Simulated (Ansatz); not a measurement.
# S on Ti(0001): change of the work function, part 3 of 4

Wanted: Δφ(θ) for S/Ti(0001), starting from the fcc site.

Ansatz 0.2.0; plane-wave DFT, PBE, Ansatz PAW.

So far, work function, upper face (eV): step 2 (the clean slab) 4.37; step 3 (37 atoms, coverage 0.111 ML, cell 3x3) 4.50.

## 4. Adsorbate added, k-mesh 6×6×1, coverage 0.25 ML

System of this step: S/Ti(0001). The cell holds 17 atoms: 16 Ti and 1 S. Its edges and angles: a = 5.900 Å, b = 5.900 Å, c = 27.054 Å, α = 90.0°, β = 90.0°, γ = 60.0°. Vacuum lies along c.

Another coverage, to see how the dipoles act on each other as their distance changes.

File input.yaml:

```yaml
crystal:
  lattice:
    - [5.9, 0.0, 0.0]
    - [2.95, 5.1095498824, 0.0]
    - [0.0, 0.0, 27.0541961446]
  atoms:
    - { symbol: Ti, position: [0.3333333333, 0.3333333333, 0.3326655855] }
    - { symbol: Ti, position: [0.0, 0.0, 0.4192436522] }
    - { symbol: Ti, position: [0.3333333333, 0.3333333333, 0.5083353332] }
    - { symbol: Ti, position: [0.0, 0.0, 0.5884957215] }
    - { symbol: Ti, position: [0.3333333333, 0.8333333333, 0.3326655855] }
    - { symbol: Ti, position: [0.0, 0.5, 0.4192436522] }
    - { symbol: Ti, position: [0.3333333333, 0.8333333333, 0.5083353332] }
    - { symbol: Ti, position: [0.0, 0.5, 0.5884957215] }
    - { symbol: Ti, position: [0.8333333333, 0.3333333333, 0.3326655855] }
    - { symbol: Ti, position: [0.5, 0.0, 0.4192436522] }
    - { symbol: Ti, position: [0.8333333333, 0.3333333333, 0.5083353332] }
    - { symbol: Ti, position: [0.5, 0.0, 0.5884957215] }
    - { symbol: Ti, position: [0.8333333333, 0.8333333333, 0.3326655855] }
    - { symbol: Ti, position: [0.5, 0.5, 0.4192436522] }
    - { symbol: Ti, position: [0.8333333333, 0.8333333333, 0.5083353332] }
    - { symbol: Ti, position: [0.5, 0.5, 0.5884957215] }
    - { symbol: S, position: [0.1666666667, 0.1666666667, 0.6673344145] }
kpoints:
  mp_grid: { grid: [6, 6, 1] }
hamiltonian:
  xc: pbe
scf:
  occupations: { method: fermi_dirac, width: 0.1 }
  convergence: { dr2_threshold: 1.0e-08 }
efield:
  axis: 3
  dipole_correction: true
  ramp_position: 0.97
  ramp_width: 0.06
relax:
  f_tol: 0.02
  max_steps: 60
  constraints: [{ sites: [0, 1, 4, 5, 8, 9, 12, 13] }]
output:
  dos: { projected: true, e_range: [-8, 4] }
  write_potential: true
  write_density: true
  volumetric_format: npy
  elf: true
```

On the command line:

```console
ansatz run input.yaml --threads 4 --pin off --max-ram 16384MiB --backend cpu --events-out ev --progress --plain --runs-dir out
```

The log of the run:

```text
[...]
Crystal: 17 atoms, lattice volume = 815.585 Å³
Basis set: ecut = 420 eV, 15775 PW (Γ), exchange–correlation on 80×80×384 points (8 copies of the dense FFT grid, shifted against one another)
Bands: 119, of which v1, the nominal top of the filled ones, is band 99 counted from 1 (98 counted from 0)
Symmetry: 6 space group operations
[...]
k-points: 7 of 36 (time reversal used)
[...]
SCF iter   1: F=—  HF=-40892.217000 eV  |F-HF|=—  |Δ(HF+E_count)|=         —  Δρ=5.17e-3  dr2=1.13e0  ethr=1.77e-3  p=-0.161 e·Å  D=-3.57e-2 V/Å  ΔV_dip=0.97 eV  dr2_dipole=2.19e-1  V_vac-E_F(+/−)=5.03/4.06 eV  ⟨swp⟩=9.4  Hψ=3899  notcnv=0
[...]
SCF iter  10: F=-40892.187051 eV  HF=-40892.187051 eV  |F-HF|=5.96e-9  |Δ(HF+E_count)|=   6.90e-8  Δρ=6.28e-7  dr2=4.19e-9  ethr=5.05e-12  p=-0.154 e·Å  D=-3.42e-2 V/Å  ΔV_dip=0.93 eV  dr2_dipole=7.50e-10  V_vac-E_F(+/−)=5.34/4.41 eV  ⟨swp⟩=8.9  Hψ=6319  notcnv=0
SCF 1 converged in 10 iterations: F = -40892.187051 eV  dr2 = 4.19e-9
[...]
relax step   1: F+E_penalty+E_count = -40892.18705096 eV  Δ(F+E_penalty+E_count) = +0.000e0 eV  max|allowed force component| = 3.157e0 eV/Å  Δτ_max = 0.0000 Å  (10 SCF iters, accepted)
[...]
SCF iter  10: F=-40892.835779 eV  HF=-40892.835779 eV  |F-HF|=1.53e-8  |Δ(HF+E_count)|=   8.64e-8  Δρ=5.15e-7  dr2=2.48e-9  ethr=1.00e-12  p=-0.093 e·Å  D=-2.05e-2 V/Å  ΔV_dip=0.56 eV  dr2_dipole=1.40e-10  V_vac-E_F(+/−)=4.97/4.41 eV  ⟨swp⟩=13.1  Hψ=6518  notcnv=0
SCF 2 converged in 10 iterations: F = -40892.835779 eV  dr2 = 2.48e-9
[...]
relax step   2: F+E_penalty+E_count = -40892.83577946 eV  Δ(F+E_penalty+E_count) = -6.487e-1 eV  max|allowed force component| = 1.791e0 eV/Å  Δτ_max = 0.1949 Å  (10 SCF iters, accepted)
[...]
SCF iter  10: F=-40893.041807 eV  HF=-40893.041807 eV  |F-HF|=6.38e-9  |Δ(HF+E_count)|=   2.39e-8  Δρ=3.88e-7  dr2=2.52e-9  ethr=1.00e-12  p=-0.052 e·Å  D=-1.15e-2 V/Å  ΔV_dip=0.31 eV  dr2_dipole=6.51e-10  V_vac-E_F(+/−)=4.72/4.41 eV  ⟨swp⟩=10.1  Hψ=5307  notcnv=0
SCF 3 converged in 10 iterations: F = -40893.041807 eV  dr2 = 2.52e-9
relax step   3: F+E_penalty+E_count = -40893.04180740 eV  Δ(F+E_penalty+E_count) = -2.060e-1 eV  max|allowed force component| = 1.258e-1 eV/Å  Δτ_max = 0.1948 Å  (10 SCF iters, accepted)
[...]
relax step   4: F+E_penalty+E_count = -40893.04995251 eV  Δ(F+E_penalty+E_count) = -8.145e-3 eV  max|allowed force component| = 8.174e-2 eV/Å  Δτ_max = 0.0744 Å  (9 SCF iters, accepted)
SCF iter   1: F=—  HF=-40893.054506 eV  |F-HF|=—  |Δ(HF+E_count)|=         —  Δρ=1.56e-3  dr2=1.58e-1  ethr=5.64e-4  p=-0.053 e·Å  D=-1.18e-2 V/Å  ΔV_dip=0.32 eV  dr2_dipole=5.97e-3  V_vac-E_F(+/−)=4.73/4.41 eV  ⟨swp⟩=2.1  Hψ=1247  notcnv=0
[...]
SCF iter   8: F=-40893.051721 eV  HF=-40893.051721 eV  |F-HF|=8.90e-9  |Δ(HF+E_count)|=   6.13e-8  Δρ=6.43e-7  dr2=9.16e-9  ethr=5.05e-12  p=-0.051 e·Å  D=-1.14e-2 V/Å  ΔV_dip=0.31 eV  dr2_dipole=2.14e-10  V_vac-E_F(+/−)=4.72/4.41 eV  ⟨swp⟩=8.6  Hψ=6608  notcnv=0
SCF 5 converged in 8 iterations: F = -40893.051721 eV  dr2 = 9.16e-9
[...]
relax step   5: F+E_penalty+E_count = -40893.05172121 eV  Δ(F+E_penalty+E_count) = -1.769e-3 eV  max|allowed force component| = 1.038e-2 eV/Å  Δτ_max = 0.0173 Å  (8 SCF iters, accepted)
[...]
SCF converged after 8 iterations
Free energy (F): -40893.051721 eV
[...]
Internal energy: -40892.075740 eV  (E = F + TS)
E sigma→0 (E₀):  -40892.563731 eV
Entropy (-TS):   -0.975981 eV (-57.411 meV/atom)
Fermi energy:    1.918616 eV
Dipole field:    D = -0.011392 V/Å  (p = -0.051346 e·Å, saw-weighted, corrected)
Work function:   Φ+ = 4.7204 eV   Φ− = 4.4122 eV
[...]
--- Forces (eV/Å), atoms counted from 1 ---
  atom   1  Ti     0.00445224     0.00257050     0.59864923
  atom   2  Ti     0.03267214     0.01886327    -0.59717713
  atom   3  Ti     0.00294930     0.00170278     0.00177635
  atom   4  Ti    -0.00082621    -0.00047701    -0.00174590
  atom   5  Ti     0.00000000    -0.00514101     0.59864923
  atom   6  Ti    -0.00000000    -0.03772654    -0.59717713
  atom   7  Ti    -0.00000000    -0.00340556     0.00177635
  atom   8  Ti     0.00000000     0.00095403    -0.00174590
  atom   9  Ti    -0.00445224     0.00257050     0.59864923
  atom  10  Ti    -0.03267214     0.01886327    -0.59717713
  atom  11  Ti    -0.00294930     0.00170278     0.00177635
  atom  12  Ti     0.00082621    -0.00047701    -0.00174590
  atom  13  Ti     0.00000000     0.00000000     0.57709925
  atom  14  Ti    -0.00000000    -0.00000000    -0.59102429
  atom  15  Ti     0.00000000     0.00000000     0.00134874
  atom  16  Ti     0.00000000     0.00000000     0.01037959
  atom  17  S      0.00000000    -0.00000000    -0.00238091
  max |Σ_I F_I| component: 7.00e-5 eV/Å
--- Band table (eV; the first three rows and the last of 7) ---
  k-point 0: bands = [... 95 lower, 2.0336, 2.0961, 2.1658, 2.3414, 2.3414, 2.3593, 2.5561, 2.6098, ... 16 higher]
  k-point 1: bands = [... 95 lower, 2.0154, 2.0399, 2.1017, 2.2120, 2.2250, 2.2710, 2.3376, 2.4670, ... 16 higher]
  k-point 2: bands = [... 95 lower, 1.8647, 1.8654, 1.9097, 1.9491, 1.9987, 2.0090, 2.0872, 2.1806, ... 16 higher]
  k-point 6: bands = [... 95 lower, 1.4533, 1.4677, 1.5883, 1.6036, 1.6275, 1.6834, 1.8256, 1.8820, ... 16 higher]
--- Relaxed structure (5 steps of the walk, 5 accepted, 0 SCFs on fresh bases) ---
  F+E_penalty+E_count = -40893.05172121 eV   max|allowed force component| = 1.038e-2 eV/Å
  atoms:
    - { symbol: Ti, position: [0.333333, 0.333333, 0.332666] }
    - { symbol: Ti, position: [2.666712e-17, 2.666712e-17, 0.419244] }
    - { symbol: Ti, position: [0.332455, 0.332455, 0.508309] }
    - { symbol: Ti, position: [-0.00470028, -0.00470028, 0.589686] }
    - { symbol: Ti, position: [0.333333, 0.833333, 0.332666] }
    - { symbol: Ti, position: [5.551115e-17, 0.5, 0.419244] }
    - { symbol: Ti, position: [0.332455, 0.835091, 0.508309] }
    - { symbol: Ti, position: [-0.00470028, 0.509401, 0.589686] }
    - { symbol: Ti, position: [0.833333, 0.333333, 0.332666] }
    - { symbol: Ti, position: [0.5, 2.666712e-17, 0.419244] }
    - { symbol: Ti, position: [0.835091, 0.332455, 0.508309] }
    - { symbol: Ti, position: [0.509401, -0.00470028, 0.589686] }
    - { symbol: Ti, position: [0.833333, 0.833333, 0.332666] }
    - { symbol: Ti, position: [0.500000, 0.5, 0.419244] }
    - { symbol: Ti, position: [0.833333, 0.833333, 0.506424] }
    - { symbol: Ti, position: [0.500000, 0.5, 0.587864] }
    - { symbol: S, position: [0.166667, 0.166667, 0.650755] }
```

Elapsed: 3.4 min, on 4 threads of Arm Neoverse N1, shared host; peak memory 2.4 GiB; 13 min of CPU time.

The steps of the relaxation:

| step | energy less that of the first step (eV) | largest force component (eV/Å) |
| --- | --- | --- |
| 1 | 0.0000 | 3.1570 |
| 2 | -0.6487 | 1.7911 |
| 3 | -0.8548 | 0.1258 |
| 4 | -0.8629 | 0.0817 |
| 5 | -0.8647 | 0.0104 |

The run keeps the 6 symmetry operations that the program found, so distortions that break them were not tested.

The atoms that moved most (Å):

| atom | dx | dy | dz | length |
| --- | --- | --- | --- | --- |
| S17 | 0.000 | 0.000 | -0.449 | 0.449 |
| Ti8 | 0.000 | 0.048 | 0.032 | 0.058 |
| Ti4 | -0.042 | -0.024 | 0.032 | 0.058 |
| Ti12 | 0.042 | -0.024 | 0.032 | 0.058 |
| Ti15 | 0.000 | 0.000 | -0.052 | 0.052 |
| Ti16 | 0.000 | 0.000 | -0.017 | 0.017 |
| Ti7 | 0.000 | 0.009 | -0.001 | 0.009 |
| Ti3 | -0.008 | -0.004 | -0.001 | 0.009 |

The relaxed structure:

```xyz
17
Lattice="5.9000 0.0000 0.0000 2.9500 5.1095 0.0000 0.0000 0.0000 27.0542" Properties=species:S:1:pos:R:3
Ti    2.9500    1.7032    9.0000
Ti    0.0000    0.0000   11.3423
Ti    2.9422    1.6987   13.7519
Ti   -0.0416   -0.0240   15.9535
Ti    4.4250    4.2580    9.0000
Ti    1.4750    2.5548   11.3423
Ti    4.4250    4.2669   13.7519
Ti    1.4750    2.6028   15.9535
Ti    5.9000    1.7032    9.0000
Ti    2.9500    0.0000   11.3423
Ti    5.9078    1.6987   13.7519
Ti    2.9916   -0.0240   15.9535
Ti    7.3750    4.2580    9.0000
Ti    4.4250    2.5548   11.3423
Ti    7.3750    4.2580   13.7009
Ti    4.4250    2.5548   15.9042
S     1.4750    0.8516   17.6056
```

Read from the output:

| Quantity | Value |
| --- | --- |
| energy at zero smearing | -40892.5637 eV |
| work function, upper face | 4.720 eV |
| work function, lower face | 4.412 eV |
| dipole along the normal | -0.05135 e·Å |
| step between the vacuum levels | 0.3082 eV |

The density of states has structure finer than the step of the table below, so its rows give means over 0.25 eV. Peaks (eV: height): -1.860: 36.2, -1.710: 44.8, -0.750: 34.4, -0.690: 41.2, -0.630: 111, 0.240: 48.0, 0.420: 43.1.

Table of density of states by energy, zero at the Fermi level; means over each step:

energy (eV), density of states (states/eV a cell) and a bar:
```
    -6.00          0 
    -5.75          0 
    -5.50          1 #
    -5.25          1 #
    -5.00          1 #
    -4.75          2 ##
    -4.50          4 ###
    -4.25          4 ###
    -4.00          3 ###
    -3.75         13 ############
    -3.50         10 ########
    -3.25          4 ###
    -3.00          5 ####
    -2.75          9 ########
    -2.50          6 #####
    -2.25         17 ###############
    -2.00         15 #############
    -1.75         25 ######################
    -1.50         20 #################
    -1.25         19 #################
    -1.00         20 #################
    -0.75         35 ##############################
    -0.50         20 ##################
    -0.25         20 ##################
     0.00         31 ###########################
     0.25         34 #############################
     0.50         31 ###########################
```

Projected DOS per atom over height of the atomic layer and energy from the Fermi level. Layers: Ti4 Ti4 Ti4 Ti4 S from below.

Values in states/eV, 22 rows by 5 columns, each cell a mean:
```
2.5 1.9 1.6 1.8 0.2
2.8 1.6 1.4 2.1 0.1
2.1 1.0 0.9 1.4 0.1
1.6 1.8 1.5 1.7 0.3
1.6 1.2 1.3 1.2 0.2
0.9 1.1 1.2 1.1 0.3
1.1 1.4 1.6 1.2 0.6
0.7 1.2 1.1 0.6 0.4
0.4 0.5 0.5 0.4 0.5
0.3 0.4 0.4 0.2 0.8
0.2 0.2 0.2 0.2 2.1
0.2 0.2 0.2 0.7 5.4
0.1 0.2 0.1 0.2 0.8
0.1 0.2 0.2 0.2 0.4
0.0 0.1 0.1 0.0 0.1
0.0 0.1 0.1 0.0 0.0
0.0 0.0 0.0 0.0 0.0
0.0 0.0 0.0 0.0 0.0
0.0 0.0 0.0 0.0 0.0
0.0 0.0 0.0 0.0 0.0
0.0 0.0 0.0 0.0 0.0
0.0 0.0 0.0 0.0 0.0
```
Columns: height of the atomic layer (Å) from 9 to 17.6 (not evenly spaced); rows upwards: energy from the Fermi level (eV) from -7.96 to 0.745.

ELF in the ca plane at fractional y = 0.000, with atoms of Ti within 0.2 Å of it. It is the smooth field of the valence electrons, not physical close to the nuclei.

Ten even steps from '0' (0.00) to '9' (0.85), each cell a mean:
```
56752563642566775265373001100000000000000000
22342256522432344136651000000000000000000000
21123212123211112322222221000000000000000000
32125532344213212443234432000000000000000000
22124322234212212432223331000000000000000000
11232134312321123223431110000000000000000000
34542366632454564256572000000000000000000000
77752641552578885263164012210000000000000000
56752563642566775255473256642100000000000000
22342256522432244225532689875210000000000000
21123212123211212321125999986410000000000000
32125532345213312442247999997420000000000000
22124321234212212432137999987420000000000000
11232134212321123223323899985310000000000000
34542366632454565246662478753200000000000000
77752641552578885263164134421000000000000000
```
Columns run along c (16.0 Å, from fractional 0.32 to 0.92 of the cell), rows up along a (5.9 Å). Atoms in or near the plane, at fractional coordinates: Ti at (0.42, 0.00), Ti at (0.59, 0.00), Ti at (0.42, 0.50), Ti at (0.59, 0.51).

Valence density in the ca plane at fractional y = 0.000, with atoms of Ti within 0.2 Å of it. It is the smooth field of the valence electrons, not physical close to the nuclei.

Ten steps, logarithmic in the rise over the least value, from '0' (0.00 × 1e0 e/Å³) to '9' (9.73 × 1e0 e/Å³), each cell a mean:
```
22223699852222222379984100000000000000000000
22222367632222222257762100000000000000000000
33222233322223322223331100000000000000000000
44322222222234432222221100000000000000000000
43322222222233332222221100000000000000000000
22222345422222322235542100000000000000000000
22222588742222222368973100000000000000000000
22223699963222222479985210000000000000000000
22223699852222222369984221100000000000000000
22222367632222222246653332210000000000000000
33222233322223322223333343210000000000000000
44322222222234432222223444320000000000000000
43322222222223432222223444310000000000000000
22222345422222322234533333210000000000000000
22222588742222222358873222100000000000000000
22223699962222222379984211000000000000000000
```
Columns run along c (16.0 Å, from fractional 0.32 to 0.92 of the cell), rows up along a (5.9 Å). Atoms in or near the plane, at fractional coordinates: Ti at (0.42, 0.00), Ti at (0.59, 0.00), Ti at (0.42, 0.50), Ti at (0.59, 0.51).

Electrostatic potential energy in the ca plane at fractional y = 0.000, with atoms of Ti within 0.2 Å of it. With pseudopotentials it is smooth inside the atoms' cores, unlike the true potential.

Ten even steps from '0' (-36 eV) to '9' (7 eV), each cell a mean:
```
89987300037899998610004899999999999999999999
88888521368888888741136899999999999999999999
66788876788876678876678999999999999999999999
44689988899864468988889999999999999999999999
55789887888875578887788999999999999999999999
77888744578887788864357899999999999999999999
88887400148888888620015899999999999999999999
99987200027999998510004799999999999999999999
89987300037999998620005899999999999999999999
88888521368888888752247889999999999999999999
66788876788876678887778877899999999999999999
44689988899864468888888766899999999999999999
55789887889875568888888767899999999999999999
77888744578887788865467888999999999999999999
88887400148888888730026899999999999999999999
99987200027999998610004799999999999999999999
```
Columns run along c (16.0 Å, from fractional 0.32 to 0.92 of the cell; values clipped at the 3rd and 97th percentile), rows up along a (5.9 Å). Atoms in or near the plane, at fractional coordinates: Ti at (0.42, 0.00), Ti at (0.59, 0.00), Ti at (0.42, 0.50), Ti at (0.59, 0.51).

The relaxation took 5 steps and lowered the energy by 0.86 eV; the largest force on the free atoms ends at 0.010 eV/Å.

By hand: a sheet of dipoles makes a step −p/(ε₀A) in the electron's potential. With e/ε₀ = 180.95 V·Å, p = -0.05135 e·Å and A = 30.15 Å², that is −180.95 × (-0.05135) / 30.15 = +0.308 eV, and the two vacuum levels of the run differ by +0.308 eV.

The covered face has 4.72 eV, +0.35 eV against the clean one; the bare back face has moved by -0.01 eV, a measure of how thin the slab is.

## 5. Adsorbate added, k-mesh 6×6×1, coverage 0.5 ML

System of this step: S/Ti(0001). The cell holds 18 atoms: 16 Ti and 2 S. Cell: a = 5.900 Å, b = 5.900 Å, c = 27.054 Å, α = 90.0°, β = 90.0°, γ = 60.0°. Vacuum lies along c.

Another coverage, to see how the dipoles act on each other as their distance changes.

input.yaml, as its differences from that of step 4:

```diff
@@ -23,2 +23,3 @@
     - { symbol: S, position: [0.1666666667, 0.1666666667, 0.6673344145] }
+    - { symbol: S, position: [0.6666666667, 0.1666666667, 0.6673344145] }
 kpoints:
```

The log of the run:

```text
[...]
Crystal: 18 atoms, lattice volume = 815.585 Å³
Basis set: ecut = 420 eV, 15775 PW (Γ), exchange–correlation on 80×80×384 points (8 copies of the dense FFT grid, shifted against one another)
Bands: 123, of which v1, the nominal top of the filled ones, is band 102 counted from 1 (101 counted from 0)
Symmetry: 4 space group operations
[...]
- { symbol: Ti, position: [0.83333333335, 0.833333, 0.332666] }
    - { symbol: Ti, position: [0.500000, 0.5, 0.419244] }
    - { symbol: Ti, position: [0.831757, 0.836486, 0.507494] }
    - { symbol: Ti, position: [0.496277, 0.507446, 0.588853] }
    - { symbol: S, position: [0.156108, 0.187784, 0.651418] }
    - { symbol: S, position: [0.656108, 0.187784, 0.651418] }
[key lines of the parts left out:]
SCF converged after 8 iterations
Free energy (F): -41797.492901 eV
Fermi energy:    1.968316 eV
Dipole field:    D = -0.030466 V/Å  (p = -0.137318 e·Å, saw-weighted, corrected)
Work function:   Φ+ = 5.2356 eV   Φ− = 4.4113 eV
```

The job ended after 7.4 min (4 threads; peak memory 2.8 GiB).

The steps of the relaxation:

| step | energy less that of the first step (eV) | largest force component (eV/Å) |
| --- | --- | --- |
| 1 | 0.0000 | 2.5460 |
| 2 | -1.2762 | 1.5956 |
| 3 | -1.5696 | 0.6512 |
| 4 | -1.6390 | 0.1286 |
| 5 | -1.6463 | 0.0515 |
| 6 | -1.6472 | 0.0111 |

The run keeps the 4 symmetry operations that the program found, so distortions that break them were not tested.

The atoms that moved most (Å):

| atom | dx | dy | dz | length |
| --- | --- | --- | --- | --- |
| S18 | 0.000 | 0.108 | -0.431 | 0.444 |
| S17 | 0.000 | 0.108 | -0.431 | 0.444 |
| Ti4 | 0.000 | 0.012 | 0.086 | 0.087 |
| Ti12 | 0.000 | 0.012 | 0.086 | 0.087 |
| Ti16 | 0.000 | 0.038 | 0.010 | 0.039 |
| Ti8 | 0.000 | 0.038 | 0.010 | 0.039 |
| Ti3 | 0.000 | 0.006 | -0.029 | 0.030 |
| Ti11 | 0.000 | 0.006 | -0.029 | 0.030 |

The relaxed structure:

```
Ti S
1.0
     5.90000    0.00000    0.00000
     2.95000    5.10955    0.00000
     0.00000    0.00000   27.05420
Ti S
16 2
Direct
  0.33333 0.33333 0.33267
  0.00000 0.00000 0.41924
  0.33277 0.33447 0.50725
  0.99886 0.00227 0.59167
  0.33333 0.83333 0.33267
  0.00000 0.50000 0.41924
  0.33176 0.83649 0.50749
  0.99628 0.50745 0.58885
  0.83333 0.33333 0.33267
  0.50000 0.00000 0.41924
  0.83277 0.33447 0.50725
  0.49886 0.00227 0.59167
  0.83333 0.83333 0.33267
  0.50000 0.50000 0.41924
  0.83176 0.83649 0.50749
  0.49628 0.50745 0.58885
  0.15611 0.18778 0.65142
  0.65611 0.18778 0.65142
```

(Part 3 of 4 ends here.)

[Long decimals in the printed logs are rounded to 6 places.]

[Logs are printed without paths, hosts, clocks, repeated set-up lines and the standing remarks that a program may print on its own settings, such as how far it seeks lower states.]

[Hosts, paths, dates, database ids (printed as entryN), source tags and the programs' standing remarks are cut or masked in the printed files.]

[Maps of the electrostatic potential energy from Ansatz leave out the sawtooth potential of an applied field or a dipole correction, so their vacuum need not be flat; planar profiles and work functions include it.]

[The density of states shown here was stored with 400 of the rows of the run's finer table, so its peaks can read low, often by over a quarter, or be missed, and its means over a window can be off by a tenth or more.]
